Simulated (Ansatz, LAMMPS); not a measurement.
# Mg2+ TFSI- in gamma-butyrolactone at 330 K (110 atoms) in motion, part 2 of 2

Aim: follow Mg2+ TFSI- in gamma-butyrolactone at 330 K (110 atoms) for a short time with forces from DFT, then look at structure and electrons in the last frame.

Ansatz 0.2.0; Kohn-Sham DFT, PBE+D4, PAW (set soft_2), plane waves.

The cell: 4 N, 8 S, 24 O, 24 C, 24 F, 24 H and 2 Mg. The network of contacts between molecules at the start is that of the classical potential that made the cell. The density was typed from a rule of thumb and may lie off the real one at this temperature. The Brillouin zone is sampled at Γ only, in a cell whose shortest periodic width is 11 Å.

So far. Step 3 (Dynamics started at 330 K): Over the second half of 150 fs the temperature averages 386 K, falling from about 412 to 366 K (means over the first and last quarter of that half). The conserved energy stays within 0.04 meV/atom. From first frame to last H has the largest mean square displacement, 0.58 Å² at the end; the farthest move is 1.30 Å. The mean temperature of 386 K lies well off the 330 K of the input, so the thermostat hasn't yet brought the run to equilibrium.

## Step 5: Single point at the last frame

The last frame is solved again with fuller output, to read the electronic structure of a thermally displaced geometry.

Input file input.yaml:

```yaml
crystal:
  lattice:
    - [11.4098, 0.0, 0.0]
    - [0.0, 11.4098, 0.0]
    - [0.0, 0.0, 11.4098]
  atoms:
    - { symbol: "N", position: [0.80945, 0.65229, 0.17865] }
    - { symbol: S, position: [0.93575, 0.70401, 0.13923] }
    - { symbol: O, position: [0.00171, 0.61316, 0.08071] }
    - { symbol: O, position: [0.99612, 0.771, 0.22889] }
    [... 100 atom lines left out ...]
    - { symbol: H, position: [0.63592, 0.23821, 0.32601] }
    - { symbol: H, position: [0.70774, 0.25324, 0.1994] }
    - { symbol: H, position: [0.83267, 0.34984, 0.31565] }
    - { symbol: H, position: [0.79033, 0.27171, 0.44734] }
    - { symbol: Mg, position: [0.14792, 0.52867, 0.01359] }
    - { symbol: Mg, position: [0.00755, 0.82277, 0.39265] }
kpoints:
  mp_grid: { grid: [1, 1, 1] }
hamiltonian:
  xc: pbe
  dispersion: d4
scf:
  occupations: { method: fixed }
output:
  forces: true
  stress: true
  populations: true
  dos:
    method: { smearing: { sigma: 0.08 } }
    de: 0.1
    projected: { site_lists: { C: [C], F: [F], H: [H], Mg: [Mg], "N": ["N"] } }
  eigenvalues: true
  write_density: true
  write_potential: true
  volumetric_format: npy
  elf: true
```

Command:

```
ansatz run input.yaml --threads 4 --pin off --max-ram 8192MiB --backend cpu --events-out ev --progress --plain --runs-dir out
```

It took 21 s on 4 threads of Arm Neoverse V2, shared host; peak memory 1.9 GiB; 79 s of CPU time.

The program notes that the exchange-correlation potential is rough where the density is thin.

The run gave:

```
free energy                                      : -51999.3318 eV
free energy per atom                             : -472.7212 eV/atom
SCF cycles                                       : 11
pressure                                         : 1.222 GPa
r.m.s. force component                           : 0.9358 eV/Å
longest force                                    : 4.021 eV/Å
Fermi energy                                     : 0.05569 eV
gap (highest filled to lowest empty level) : 4.458 eV
spilling of the projection                       : 0.01461
```

Neighbours are counted within 1.85 Å (C-C), 1.62 Å (C-F), 1.34 Å (C-H), 1.73 Å (C-O), 2.21 Å (C-S), 1.93 Å (O-S), 2.75 Å (O-Mg), 2.12 Å (S-N), the cutoffs taken from the dynamics.

Length of the force by element and coordination:

```
element  coordination  atoms  mean length of the force (eV/Å)  spread  least   most
      C           all     24                             2.08   0.887  0.651   4.02
      C             3      4                             2.02    1.14  0.825   3.68
      C             4     20                             2.10   0.827  0.651   4.02
      F           all     24                             1.15   0.553  0.217   2.65
      H           all     24                            0.765   0.438  0.108   1.95
     Mg           all      2                            0.595  0.0624  0.533  0.657
      N           all      4                             2.02   0.727   1.38   3.23
      O           all     24                             1.16   0.808  0.201   3.82
      O             1      8                            0.898   0.537  0.201   1.94
      O             2     16                             1.29   0.884  0.367   3.82
      S           all      8                             2.07   0.901  0.806   3.04
```

Löwdin charges by element and coordination (they lack the spilled electrons, 0.069 e an atom on average):

```
element  coordination  atoms  mean charge (e)  spread   least    most
      C           all     24            0.216   0.453  -0.353   0.730
      C             3      4            0.605  0.0115   0.586   0.616
      C             4     20            0.139   0.458  -0.353   0.730
      F           all     24           -0.203  0.0213  -0.238  -0.144
      H           all     24            0.218  0.0191   0.192   0.255
     Mg           all      2             1.62  0.0027    1.62    1.63
      N           all      4           -0.867  0.0118  -0.883   -0.85
      O           all     24           -0.624   0.209  -0.846  -0.188
      O             1      8           -0.711  0.0183  -0.739  -0.679
      O             2     16           -0.581   0.244  -0.846  -0.188
      S           all      8             2.16   0.042    2.06    2.22
```

Density of states as counts of states in windows of 1 eV (from the Fermi level), total and the larger projections:

```
from (eV)  to (eV)  total   F p  C p  H s  N p  C s
      -18      -17    2.0   0.0  0.0  0.0  0.0  0.0
      -17      -16    6.0   0.0  0.0  0.0  0.2  0.0
      -16      -15    0.0   0.0  0.0  0.0  0.0  0.0
      -15      -14    4.8   0.0  0.9  0.8  0.0  2.6
      -14      -13    7.1   0.4  1.0  0.5  0.4  2.1
      -13      -12   11.7   1.6  1.2  0.8  0.4  3.2
      -12      -11   11.6   3.5  0.8  0.5  0.4  2.8
      -11      -10    6.2   2.5  0.4  0.0  0.5  0.4
      -10       -9   21.6   6.9  5.4  1.3  0.2  1.9
       -9       -8   35.4  20.0  6.5  0.2  0.7  0.4
       -8       -7   17.3   1.3  3.1  1.0  0.4  1.4
       -7       -6   24.8   0.9  7.6  2.3  0.5  0.5
       -6       -5   48.7  26.4  2.1  0.9  1.0  0.4
       -5       -4   62.2  34.5  9.7  3.2  0.5  0.2
       -4       -3   42.6  24.1  4.8  1.3  0.9  0.2
       -3       -2   42.0   1.7  9.3  2.8  2.2  0.3
       -2       -1   42.8   2.7  4.0  2.3  4.4  0.7
       -1        0   19.8   0.7  1.8  0.6  3.7  0.3
        0        1    1.3   0.0  0.0  0.0  0.5  0.0
        1        4    0.0   0.0  0.0  0.0  0.0  0.0
        4        5    8.4   0.2  3.6  0.6  0.1  0.3
```

The curve was stored every 0.10 eV, coarse against its broadening of 0.08 eV, so these counts are rough.

With fixed occupations the program's Fermi level is the highest filled level; weight inside the gap is the broadening of levels at its edges.

Between -26 and -18 eV lie 80 more states.

The stored curve holds about 488 of the 520 electrons; the rest, give or take the few that broadening carries across the Fermi level, lie in deeper levels below its range.

Not all projections were asked for or kept, so they needn't add up to the total.

The levels nearest the highest filled one (over half full), pooled over k-points and spins:

```
level less the highest filled one (eV)  occupation
                                -0.561           2
                                -0.544           2
                                -0.436           2
                                -0.391           2
                                -0.287           2
                                     0           2
                                  4.46           0
                                  4.64           0
                                  4.68           0
                                  4.76           0
                                  5.02           0
                                  5.13           0
```

Mean Löwdin charges: C +0.22, F -0.20, H +0.22, Mg +1.62, N -0.87, O -0.62 e (they miss 1.5 % of the electrons, so they add up to more than the cell's charge).

## Step 6: What came out

- mean temperature, second half: 386.2 K
- temperature swing, second half: 23.63 K
- slope of the conserved energy against time, by least squares: -0.1307 meV/atom/ps
- free energy per atom: -472.7212 eV/atom
- pressure: 1.222 GPa
- r.m.s. force component: 0.9358 eV/Å
- gap (highest filled to lowest empty level): 4.458 eV
- wall time of the 3 DFT runs: 38 min

In words: Over the second half of 150 fs the temperature averages 386 K, falling from about 412 to 366 K (means over the first and last quarter of that half). The conserved energy stays within 0.04 meV/atom. The mean temperature of 386 K lies well off the 330 K of the input, so the thermostat hasn't yet brought the run to equilibrium. The run spans 0.15 ps, too short for its means to be equilibrium values. Counting bonds as in the table, 83 % of C atoms have 4, all F atoms have 1, all H atoms have 1 and all Mg atoms have 6 bonded neighbours. The highest filled and lowest empty levels differ by 4.46 eV (at Γ alone); a semilocal functional tends to put such gaps too low. In a disordered cell it changes from sample to sample and from frame to frame.

What to keep in mind: The network of contacts between molecules at the start is that of the classical potential that made the cell; DFT moved the atoms only locally, and no bond changed. The pressure of a single frame lacks the kinetic term, about 0.39 GPa here.

[Logs are printed without paths, hosts, clocks, repeated set-up lines and the standing remarks that a program may print on its own settings, such as how far it seeks lower states.]

[Hosts, paths, dates, database ids (printed as entryN), source tags and the programs' standing remarks are cut or masked in the printed files.]
